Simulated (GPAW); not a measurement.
Consider TiRh (P4/mmm).

```
Rh Ti
1.0
     2.98800    0.00000    0.00000
     0.00000    2.98800    0.00000
     0.00000    0.00000    3.35000
Rh Ti
1 1
Direct
  0.00000 0.00000 0.00000
  0.50000 0.50000 0.50000
```

Absorber: atom 1, with 8 Ti at 2.70 Å, 4 Rh at 2.99 Å and 2 Rh at 3.35 Å (14-fold, site symmetry 4/mmm). Method: GPAW, LDA, excited-electron core hole (neutral cell), 16-atom cell with 6.7 Å between holes, 4×4×4 k points, dipole transitions, Gaussian full width 2.13 eV up to 4 eV, rising linearly to 3.5 eV at 25 eV.

**Question.** Where do the maxima of the Rh L₃ edge fall?

Main maxima up to 30 eV above the zero (height): 1.0 eV (2.33), 10.6 eV (1.04) and 27.4 eV (0.83). At an L edge the dipole rule selects empty d (and weakly s) states on the absorber, and the strong line at the onset measures the empty part of its d band. 

The Rh L₃ spectrum (energy from the lowest empty level; intensity scaled to a mean of 1 over the first 20 eV; polarised curves are means over the symmetry-equivalent atoms):

```tsv
E (eV)	isotropic	ε ⊥ c	ε ∥ c
-2.0	0.06	0.06	0.06
-1.0	0.52	0.50	0.55
0.0	1.67	1.63	1.76
1.0	2.33	2.30	2.41
2.0	1.95	1.93	2.00
3.0	1.20	1.19	1.24
4.0	0.69	0.69	0.69
5.0	0.53	0.54	0.52
6.0	0.45	0.46	0.44
7.0	0.42	0.42	0.43
8.0	0.60	0.58	0.64
9.0	0.89	0.85	0.96
10.0	1.03	1.00	1.08
11.0	1.04	1.05	1.03
12.0	1.00	1.02	0.96
13.0	0.96	0.98	0.93
14.0	0.97	0.97	0.98
15.0	0.99	0.96	1.05
16.0	0.98	0.94	1.07
17.0	0.96	0.95	0.98
18.0	0.90	0.93	0.82
19.0	0.81	0.86	0.71
20.0	0.76	0.79	0.71
21.0	0.76	0.76	0.76
22.0	0.78	0.78	0.78
23.0	0.81	0.82	0.77
24.0	0.82	0.84	0.77
25.0	0.82	0.83	0.79
26.0	0.82	0.80	0.84
27.0	0.83	0.79	0.89
28.0	0.82	0.78	0.91
29.0	0.82	0.76	0.92
30.0	0.82	0.77	0.91
31.0	0.81	0.78	0.87
32.0	0.78	0.78	0.80
```

Only the L₃ part is meant: spin–orbit coupling of the core level isn't computed and the L₂ copy isn't added. The script folds with a Gaussian, whereas the core hole's own line is a Lorentzian, so the onset is too steep and the first peak too high. Lifetime broadening is put in by hand, and intensities beyond about 20 eV depend on it and on the partial waves. The structure is a published determination, not relaxed.

[Banner, clock and machine lines of the logs are left out without a mark of their own.]

[Logs are printed without paths, hosts, clocks, repeated set-up lines and the standing remarks that a program may print on its own settings, such as how far it seeks lower states.]

[Hosts, paths, dates, database ids (printed as entryN), source tags and the programs' standing remarks are cut or masked in the printed files.]

[Lists of maxima count a maximum above −3 eV only where it reaches 4 % of the highest in the window and stands out from its surroundings by 2 % of it (1.5 % where it reaches 55 %); shoulders and weaker maxima are passed over, and of the rest the first, up to two pre-edge ones and the few strongest are named.]
